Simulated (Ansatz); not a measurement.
## A vacancy of Be at several sites of Be(10-11) slab (100 atoms)

At which site of Be(10-11) slab (100 atoms) does a vacancy of Be cost least, and what about the site decides it?

Program: Ansatz 0.2.0. Level of theory: Kohn-Sham DFT, PBEsol, PAW (set soft_2), plane waves. Results are calculated unless marked as measured.

## Step 1: The starting structure

The cell holds 100 atoms: 100 Be. Cell: a = 11.430 Å, b = 8.502 Å, c = 20.376 Å, α = 90.0°, β = 90.0°, γ = 105.6°. It derives from Be (hcp). Hcp Be (a = 2.286 Å, c = 3.584 Å), (10-11) slab of 5 repeat layers, 5 x 2 surface cells, 12 Å of vacuum; atoms within 2.6 Å of the bottom held; not relaxed, displaced by a Gaussian of 0.02 Å. Vacuum lies along c.

What the set-up can't give: 30 of the 100 atoms are held fixed where they were built.

## Step 2: Single point at the start

A single point comes first, to see the forces before anything moves.

input.yaml reads:

```yaml
crystal:
  lattice:
    - [11.43, 0.0, 0.0]
    - [-2.286, 8.18887, 0.0]
    - [0.0, 0.0, 20.37582]
  atoms:
    - { symbol: Be, position: [0.00284, 0.99851, 0.29472] }
    - { symbol: Be, position: [0.93214, 0.15807, 0.36523] }
    - { symbol: Be, position: [0.07456, 0.3849, 0.37764] }
    - { symbol: Be, position: [0.00818, 0.03856, 0.44964] }
    - { symbol: Be, position: [0.95087, 0.26353, 0.46544] }
    - { symbol: Be, position: [0.08407, 0.41719, 0.53574] }
    - { symbol: Be, position: [0.03126, 0.15197, 0.54776] }
    - { symbol: Be, position: [0.95893, 0.30489, 0.62145] }
    - { symbol: Be, position: [0.9081, 0.03492, 0.63433] }
    - { symbol: Be, position: [0.03839, 0.18785, 0.70531] }
    - { symbol: Be, position: [0.19827, 0.00062, 0.29402] }
    - { symbol: Be, position: [0.13101, 0.15289, 0.36602] }
    - { symbol: Be, position: [0.27466, 0.38136, 0.37758] }
    - { symbol: Be, position: [0.20554, 0.04079, 0.45163] }
    - { symbol: Be, position: [0.1498, 0.26676, 0.46569] }
    - { symbol: Be, position: [0.28364, 0.41835, 0.5348] }
    - { symbol: Be, position: [0.23156, 0.14722, 0.55029] }
    - { symbol: Be, position: [0.15752, 0.29932, 0.62001] }
    - { symbol: Be, position: [0.10797, 0.03446, 0.63376] }
    - { symbol: Be, position: [0.23796, 0.18724, 0.70385] }
    - { symbol: Be, position: [0.40365, 0.00502, 0.29277] }
    - { symbol: Be, position: [0.3321, 0.1556, 0.36433] }
    - { symbol: Be, position: [0.47406, 0.38554, 0.38025] }
    - { symbol: Be, position: [0.40725, 0.03801, 0.45078] }
    - { symbol: Be, position: [0.35513, 0.27144, 0.46598] }
    - { symbol: Be, position: [0.48255, 0.42073, 0.53546] }
    - { symbol: Be, position: [0.42992, 0.14866, 0.55056] }
    - { symbol: Be, position: [0.36045, 0.31064, 0.62088] }
    - { symbol: Be, position: [0.30602, 0.03529, 0.6339] }
    - { symbol: Be, position: [0.43544, 0.18668, 0.70502] }
    - { symbol: Be, position: [0.60248, 0.00595, 0.29318] }
    - { symbol: Be, position: [0.52776, 0.1573, 0.36604] }
    - { symbol: Be, position: [0.67767, 0.38439, 0.37913] }
    - { symbol: Be, position: [0.60931, 0.03502, 0.45199] }
    - { symbol: Be, position: [0.55346, 0.27119, 0.46601] }
    - { symbol: Be, position: [0.68563, 0.42489, 0.53514] }
    - { symbol: Be, position: [0.62973, 0.15208, 0.55023] }
    - { symbol: Be, position: [0.55974, 0.30274, 0.61988] }
    - { symbol: Be, position: [0.5062, 0.03253, 0.63633] }
    - { symbol: Be, position: [0.6389, 0.18968, 0.70523] }
    - { symbol: Be, position: [0.80008, 0.00809, 0.29563] }
    - { symbol: Be, position: [0.72832, 0.15658, 0.36562] }
    - { symbol: Be, position: [0.87677, 0.3824, 0.3776] }
    - { symbol: Be, position: [0.80638, 0.03552, 0.4521] }
    - { symbol: Be, position: [0.75197, 0.26711, 0.46473] }
    - { symbol: Be, position: [0.88211, 0.42113, 0.53624] }
    - { symbol: Be, position: [0.82824, 0.1505, 0.55043] }
    - { symbol: Be, position: [0.76051, 0.30225, 0.62095] }
    - { symbol: Be, position: [0.70431, 0.03468, 0.63434] }
    - { symbol: Be, position: [0.83547, 0.18732, 0.70538] }
    - { symbol: Be, position: [0.00264, 0.50418, 0.293] }
    - { symbol: Be, position: [0.9285, 0.65413, 0.36603] }
    - { symbol: Be, position: [0.07545, 0.88142, 0.38123] }
    - { symbol: Be, position: [0.00284, 0.53697, 0.44937] }
    - { symbol: Be, position: [0.95096, 0.76988, 0.46411] }
    - { symbol: Be, position: [0.08128, 0.92019, 0.53542] }
    - { symbol: Be, position: [0.02835, 0.6512, 0.54844] }
    - { symbol: Be, position: [0.96036, 0.79844, 0.61932] }
    - { symbol: Be, position: [0.90691, 0.53765, 0.63593] }
    - { symbol: Be, position: [0.03931, 0.68768, 0.7065] }
    - { symbol: Be, position: [0.19746, 0.50038, 0.29432] }
    - { symbol: Be, position: [0.13103, 0.65147, 0.36633] }
    - { symbol: Be, position: [0.27684, 0.88216, 0.37835] }
    - { symbol: Be, position: [0.20784, 0.53858, 0.45064] }
    - { symbol: Be, position: [0.15229, 0.77316, 0.46496] }
    - { symbol: Be, position: [0.28358, 0.91861, 0.53718] }
    - { symbol: Be, position: [0.22896, 0.64905, 0.55066] }
    - { symbol: Be, position: [0.16073, 0.80318, 0.62092] }
    - { symbol: Be, position: [0.10716, 0.53418, 0.63398] }
    - { symbol: Be, position: [0.23319, 0.68498, 0.70553] }
    - { symbol: Be, position: [0.39863, 0.50169, 0.29396] }
    - { symbol: Be, position: [0.32607, 0.65072, 0.36578] }
    - { symbol: Be, position: [0.47746, 0.88986, 0.37978] }
    - { symbol: Be, position: [0.4068, 0.53725, 0.45197] }
    - { symbol: Be, position: [0.35278, 0.76137, 0.46552] }
    - { symbol: Be, position: [0.48261, 0.91622, 0.53508] }
    - { symbol: Be, position: [0.42996, 0.65189, 0.54825] }
    - { symbol: Be, position: [0.36221, 0.80771, 0.62125] }
    [... 16 atom lines left out ...]
    - { symbol: Be, position: [0.7513, 0.76325, 0.465] }
    - { symbol: Be, position: [0.88405, 0.92109, 0.53516] }
    - { symbol: Be, position: [0.82904, 0.64841, 0.54947] }
    - { symbol: Be, position: [0.76046, 0.80453, 0.62098] }
    - { symbol: Be, position: [0.70607, 0.53394, 0.635] }
    - { symbol: Be, position: [0.83667, 0.68558, 0.70591] }
kpoints:
  mp_grid: { grid: [2, 2, 1] }
hamiltonian:
  xc: pbesol
scf:
  occupations: { method: fermi_dirac, width: 0.1 }
output:
  forces: true
```

On the command line:

```sh
$ ansatz run input.yaml --threads 8 --pin off --max-ram 15872MiB --backend cpu --events-out ev --progress --plain --runs-dir out
```

Numbers of over 12 decimals in the logs are rounded to 6 here.

The program printed:

```text
[...]
Pseudopotentials: kind: paw
Pseudopotential: Be, paw, valence charge 2, recommended cutoff 420 eV (normal), Be.paw.azcp
[... 3 lines on functional and potentials left out ...]
Crystal: 100 atoms, lattice volume = 1907.152 Å³
Basis set: ecut = 420 eV, 37281 PW (Γ), exchange–correlation on 160×120×288 points (8 copies of the dense FFT grid, shifted against one another)
Bands: 200, of which v1, the nominal top of the filled ones, is band 100 counted from 1 (99 counted from 0)
Symmetry: 1 space group operations
Space group: P1 (ITA 1), of the structure as read, at distance tolerance 1.2e-4 Å
k-points: 4
[... 4 lines on functional and potentials left out ...]
Initial density: superposition of atomic densities (neutral atoms: chi_scale 0, normalization atom), corrected by the library's trained network
Initial wavefunctions: pseudopotential atomic-orbital guess
[...]
SCF iter   1: F=—  HF=-8996.873869 eV  |F-HF|=—  |Δ(HF+E_count)|=         —  Δρ=3.36e-3  dr2=1.38e0  ethr=1.77e-3  ⟨swp⟩=10.8  Hψ=6270  notcnv=0  defer=168
preconditioner: auto → LDOS  [metal: Δε(μ)=0.014 eV  Ē_g=7.789 eV  σ=0.100 eV  W_gap=0.04  n_scr=210 (ndim 8)  ℏωp=12.0 eV  f_vac=0.406  D(μ)=24.17/eV (n_scr^D=106)  β→1.0]
[...]
SCF iter   8: F=—  HF=-8996.712255 eV  |F-HF|=—  |Δ(HF+E_count)|=   1.02e-7  Δρ=1.99e-6  dr2=1.10e-7  ethr=2.76e-9  ⟨swp⟩=2.8  Hψ=1020  notcnv=0  defer=218
SCF iter   9: F=-8996.712255 eV  HF=-8996.712255 eV  |F-HF|=5.78e-10  |Δ(HF+E_count)|=   5.58e-8  Δρ=5.21e-7  dr2=1.75e-8  ethr=5.00e-11  ⟨swp⟩=4.5  Hψ=2070  notcnv=0
SCF 1 converged in 9 iterations: F = -8996.712255 eV  dr2 = 1.75e-8
[...]
SCF converged after 9 iterations
Free energy (F): -8996.712255 eV
Harris-Foulkes:  -8996.712255 eV  (|F-HF|=5.78e-10)
Internal energy: -8995.840238 eV  (E = F + TS)
E sigma→0 (E₀):  -8996.276246 eV
Entropy (-TS):   -0.872017 eV (-8.720 meV/atom)
Fermi energy:    0.722564 eV
--- Per-component energies (eV) ---
[...]
Σ components = -8996.712255   (vs F -8996.712255, Δ=0.00e0)
--- Forces (eV/Å), atoms counted from 1 ---
  atom   1  Be    -0.27970282    -0.09621642     0.63172486
  atom   2  Be    -0.04745139    -0.32116856    -0.16331084
  atom   3  Be     0.16517893    -0.09767967     0.08701359
  atom   4  Be    -0.07848554    -0.03535166    -0.11589009
[...]
atom 100  Be     0.06481101     0.21994875    -0.54780658
  max |Σ_I F_I| component: 3.50e-5 eV/Å
```

It took 16 s on 8 threads of Arm Neoverse V2, shared host; peak memory 8.4 GiB.

The r.m.s. force at the start is 0.24 eV/Å.

## Step 3: Relaxation

With the cell held, the atoms are moved downhill towards a nearby minimum.

input.yaml reads:

```yaml
crystal:
  lattice:
    - [11.43, 0.0, 0.0]
    - [-2.286, 8.18887, 0.0]
    - [0.0, 0.0, 20.37582]
  atoms:
    [... the 100 atom lines of step 2 ...]
kpoints:
  mp_grid: { grid: [2, 2, 1] }
hamiltonian:
  xc: pbesol
scf:
  occupations: { method: fermi_dirac, width: 0.1 }
output:
  forces: true
relax:
  f_tol: 0.05
  max_steps: 120
  constraints:
    - { sites: [0, 1, 2, 10, 11, 12, 20, 21, 22, 30, 31, 32, 40, 41, 42, 50, 51, 52, 60, 61, 62, 70, 71, 72, 80, 81, 82, 90, 91, 92], fix: xyz }
```

The program printed:

```text
[...]
Crystal: 100 atoms, lattice volume = 1907.152 Å³
Basis set: ecut = 420 eV, 37281 PW (Γ), exchange–correlation on 160×120×288 points (8 copies of the dense FFT grid, shifted against one another)
Bands: 200, of which v1, the nominal top of the filled ones, is band 100 counted from 1 (99 counted from 0)
Symmetry: 1 space group operations
[...]
k-points: 4
[...]
SCF iter   1: F=—  HF=-8996.873869 eV  |F-HF|=—  |Δ(HF+E_count)|=         —  Δρ=3.36e-3  dr2=1.38e0  ethr=1.77e-3  ⟨swp⟩=10.8  Hψ=6270  notcnv=0  defer=168
[...]
SCF iter   7: F=-8996.712251 eV  HF=-8996.712255 eV  |F-HF|=3.73e-6  |Δ(HF+E_count)|=   8.79e-9  Δρ=9.01e-6  dr2=6.05e-6  ethr=3.12e-8  ⟨swp⟩=4.0  Hψ=2011  notcnv=0
SCF 1 converged in 7 iterations: F = -8996.712251 eV  dr2 = 6.05e-6
[...]
relax step   1: F+E_penalty+E_count = -8996.71225131 eV  Δ(F+E_penalty+E_count) = +0.000e0 eV  max|allowed force component| = 6.395e-1 eV/Å  Δτ_max = 0.0000 Å  (7 SCF iters, dr2 threshold 6.25e-5 eV, accepted)
[...]
relax step   2: F+E_penalty+E_count = -8997.86270307 eV  Δ(F+E_penalty+E_count) = -1.150e0 eV  max|allowed force component| = 4.289e-1 eV/Å  Δτ_max = 0.1915 Å  (6 SCF iters, dr2 threshold 2.56e-5 eV, accepted)
[...]
relax step   3: F+E_penalty+E_count = -8998.69332562 eV  Δ(F+E_penalty+E_count) = -8.306e-1 eV  max|allowed force component| = 2.735e-1 eV/Å  Δτ_max = 0.1949 Å  (6 SCF iters, dr2 threshold 1.15e-5 eV, accepted)
relax step   4: F+E_penalty+E_count = -8999.22743150 eV  Δ(F+E_penalty+E_count) = -5.341e-1 eV  max|allowed force component| = 2.001e-1 eV/Å  Δτ_max = 0.2000 Å  (6 SCF iters, dr2 threshold 3.04e-5 eV, accepted)
relax step   5: F+E_penalty+E_count = -8999.52593836 eV  Δ(F+E_penalty+E_count) = -2.985e-1 eV  max|allowed force component| = 7.483e-2 eV/Å  Δτ_max = 0.1936 Å  (6 SCF iters, dr2 threshold 1.63e-5 eV, accepted)
relax step   6: F+E_penalty+E_count = -8999.52112338 eV  Δ(F+E_penalty+E_count) = +4.815e-3 eV  max|allowed force component| = 1.431e-1 eV/Å  Δτ_max = 0.0940 Å  (7 SCF iters, rejected (line search))
relax step   7: F+E_penalty+E_count = -8999.56188565 eV  Δ(F+E_penalty+E_count) = -3.595e-2 eV  max|allowed force component| = 6.101e-2 eV/Å  Δτ_max = 0.0461 Å  (7 SCF iters, accepted)
relax step   8: F+E_penalty+E_count = -8999.56633259 eV  Δ(F+E_penalty+E_count) = -4.447e-3 eV  max|allowed force component| = 1.329e-1 eV/Å  Δτ_max = 0.0678 Å  (7 SCF iters, accepted)
relax step   9: F+E_penalty+E_count = -8999.57973974 eV  Δ(F+E_penalty+E_count) = -1.341e-2 eV  max|allowed force component| = 3.407e-2 eV/Å  Δτ_max = 0.0303 Å  (4 SCF iters, dr2 threshold 1.17e-5 eV, accepted)
[...]
relax step  10: F+E_penalty+E_count = -8999.57974327 eV  Δ(F+E_penalty+E_count) = -3.527e-6 eV  max|allowed force component| = 3.387e-2 eV/Å  Δτ_max = 0.0000 Å  (4 SCF iters, accepted)
SCF converged after 4 iterations
Free energy (F): -8999.579743 eV
[...]
Internal energy: -8998.934184 eV  (E = F + TS)
E sigma→0 (E₀):  -8999.256963 eV
Entropy (-TS):   -0.645560 eV (-6.456 meV/atom)
Fermi energy:    0.698849 eV
[...]
--- Forces (eV/Å), atoms counted from 1 ---
  atom   1  Be    -0.31535445    -0.13233118     0.71726445
  atom   2  Be     0.00502806     0.02297445    -0.59353879
  atom   3  Be     0.18169938    -0.24828940     0.05030423
  atom   4  Be     0.00009550    -0.00510640     0.00207127
  atom   5  Be    -0.00296118    -0.00235355     0.00594214
  atom   6  Be     0.00091570    -0.00858780    -0.00904088
  atom   7  Be    -0.00226703     0.03386540     0.00487632
  atom   8  Be     0.00119258    -0.02609391    -0.00787884
  atom   9  Be     0.00274377    -0.02552662    -0.00377868
  atom  10  Be    -0.00239871     0.02630794     0.00113432
  atom  11  Be     0.18747207    -0.17883607     0.69326779
  atom  12  Be    -0.06312721     0.38489036    -0.62774919
  atom  13  Be     0.02645568    -0.05239174     0.04007407
  atom  14  Be     0.00100814    -0.00300977     0.00120714
[...]
atom  99  Be     0.00031512    -0.01666974     0.00496283
  atom 100  Be     0.00090189     0.02914011    -0.02089966
  max |Σ_I F_I| component: 4.10e-5 eV/Å
--- Relaxed structure (10 steps of the walk, 9 accepted, 0 SCFs on fresh bases) ---
  F+E_penalty+E_count = -8999.57974327 eV   max|allowed force component| = 3.387e-2 eV/Å
  atoms:
    - { symbol: Be, position: [0.00284, 0.99851, 0.294720] }
    - { symbol: Be, position: [0.932140, 0.15807, 0.365230] }
    - { symbol: Be, position: [0.074560, 0.3849, 0.377640] }
    - { symbol: Be, position: [0.00908836, 0.048348, 0.443518] }
[...]
- { symbol: Be, position: [0.847060, 0.744330, 0.672205] }
```

It took 1.7 min on 8 threads; peak memory 8.5 GiB; 13 min of CPU time.

The relaxation converged after 10 steps, 2.87 eV below its start, with a largest force component of 0.034 eV/Å on the free atoms.

## Step 4: Single point at the relaxed geometry

The electronic structure is read at the final geometry, in a run of its own.

input.yaml reads:

```yaml
crystal:
  lattice:
    - [11.43, 0.0, 0.0]
    - [-2.286, 8.18887, 0.0]
    - [0.0, 0.0, 20.37582]
  atoms:
    - { symbol: Be, position: [0.00284, 0.99851, 0.29472] }
    - { symbol: Be, position: [0.93214, 0.15807, 0.36523] }
    - { symbol: Be, position: [0.07456, 0.3849, 0.37764] }
    - { symbol: Be, position: [0.00909, 0.04835, 0.44352] }
    - { symbol: Be, position: [0.95249, 0.26807, 0.46672] }
    - { symbol: Be, position: [0.08757, 0.44336, 0.52175] }
    [... 88 atom lines left out ...]
    - { symbol: Be, position: [0.75208, 0.76723, 0.46785] }
    - { symbol: Be, position: [0.88784, 0.94574, 0.52119] }
    - { symbol: Be, position: [0.8293, 0.65288, 0.55312] }
    - { symbol: Be, position: [0.76746, 0.84532, 0.59794] }
    - { symbol: Be, position: [0.70634, 0.54106, 0.64112] }
    - { symbol: Be, position: [0.84706, 0.74433, 0.6722] }
kpoints:
  mp_grid: { grid: [2, 2, 1] }
hamiltonian:
  xc: pbesol
scf:
  occupations: { method: fermi_dirac, width: 0.1 }
output:
  forces: true
  populations: true
  dos:
    method: { smearing: { sigma: 0.08 } }
    de: 0.1
    projected: { site_lists: { Be: [Be] } }
  eigenvalues: true
  write_density: true
  write_potential: true
  volumetric_format: npy
  elf: true
```

The program printed:

```text
[...]
Crystal: 100 atoms, lattice volume = 1907.152 Å³
Basis set: ecut = 420 eV, 37281 PW (Γ), exchange–correlation on 160×120×288 points (8 copies of the dense FFT grid, shifted against one another)
Bands: 200, of which v1, the nominal top of the filled ones, is band 100 counted from 1 (99 counted from 0)
Symmetry: 1 space group operations
[...]
k-points: 4
[...]
SCF iter   1: F=—  HF=-8999.812896 eV  |F-HF|=—  |Δ(HF+E_count)|=         —  Δρ=3.57e-3  dr2=3.68e0  ethr=1.77e-3  ⟨swp⟩=10.5  Hψ=6186  notcnv=0  defer=217
[...]
SCF iter   8: F=-8999.579749 eV  HF=-8999.579749 eV  |F-HF|=1.71e-8  |Δ(HF+E_count)|=   1.73e-7  Δρ=1.24e-6  dr2=5.68e-8  ethr=5.00e-11  ⟨swp⟩=33.8  Hψ=9363  notcnv=0
SCF 1 converged in 8 iterations: F = -8999.579749 eV  dr2 = 5.68e-8
[...]
WARN: The output density's exchange-correlation potential varies sharply where the density is thin. Do not read a vacuum level from v_tot or v_xc, or from such a field of the output density. On a cell that repeats whose density bears no net charge and no dipole along the vacuum's axis use v_es (v_loc + v_h of the components); [...]
SCF converged after 8 iterations
Free energy (F): -8999.579749 eV
[...]
Internal energy: -8998.934191 eV  (E = F + TS)
E sigma→0 (E₀):  -8999.256970 eV
Entropy (-TS):   -0.645558 eV (-6.456 meV/atom)
Fermi energy:    0.698864 eV
[...]
--- Forces (eV/Å), atoms counted from 1 ---
  atom   1  Be    -0.31537055    -0.13230597     0.71727005
  atom   2  Be     0.00512631     0.02292782    -0.59353390
  atom   3  Be     0.18176884    -0.24831086     0.05029135
  atom   4  Be     0.00003057    -0.00518943     0.00148311
  atom   5  Be    -0.00333126    -0.00254299     0.00614762
  atom   6  Be     0.00068901    -0.00837845    -0.00830011
  atom   7  Be    -0.00241545     0.03388314     0.00455138
  atom   8  Be     0.00144486    -0.02624187    -0.00735161
  atom   9  Be     0.00284328    -0.02553332    -0.00388224
  atom  10  Be    -0.00232912     0.02634897     0.00087237
  atom  11  Be     0.18745991    -0.17885102     0.69326908
  atom  12  Be    -0.06301536     0.38476054    -0.62746190
  atom  13  Be     0.02648704    -0.05235252     0.04010285
  atom  14  Be     0.00030578    -0.00283748     0.00026241
[...]
atom  99  Be     0.00000483    -0.01685682     0.00497605
  atom 100  Be     0.00123823     0.02912858    -0.02030370
  max |Σ_I F_I| component: 9.70e-5 eV/Å
--- Band table (eV) ---
[...]
--- Löwdin populations: 100 sites ---
  site symbol       q [e]
     0     Be      1.2713
     1     Be      1.2776
     2     Be      1.3191
[...]
99     Be      1.2099
  spilling = 0.358053 (of n_electrons = 200.000000)
```

The job ended after 30 s (8 threads; peak memory 8.6 GiB).

The program notes that the exchange-correlation potential is rough where the density is thin.

The longest force on a free atom is 0.040 eV/Å; the force values below include the held atoms.

Read from the output:

| Quantity | Value |
| --- | --- |
| free energy | -8999.5797 eV |
| free energy per atom | -89.9958 eV/atom |
| SCF cycles | 8 |
| r.m.s. force component | 0.1945 eV/Å |
| longest force | 0.8731 eV/Å |
| Fermi energy | 0.6989 eV |
| levels partly filled by over 2 per cent | 33 |
| potential in mid-vacuum, over the Fermi level | 4.509 eV |
| potential 4.5 Å over the upper face | 4.514 eV |
| potential 4.5 Å under the lower face | 4.503 eV |
| spilling of the projection | 0.3581 |

[end of part 1 of 2]

[Logs are printed without paths, hosts, clocks, repeated set-up lines and the standing remarks that a program may print on its own settings, such as how far it seeks lower states.]

[Hosts, paths, dates, database ids (printed as entryN), source tags and the programs' standing remarks are cut or masked in the printed files.]
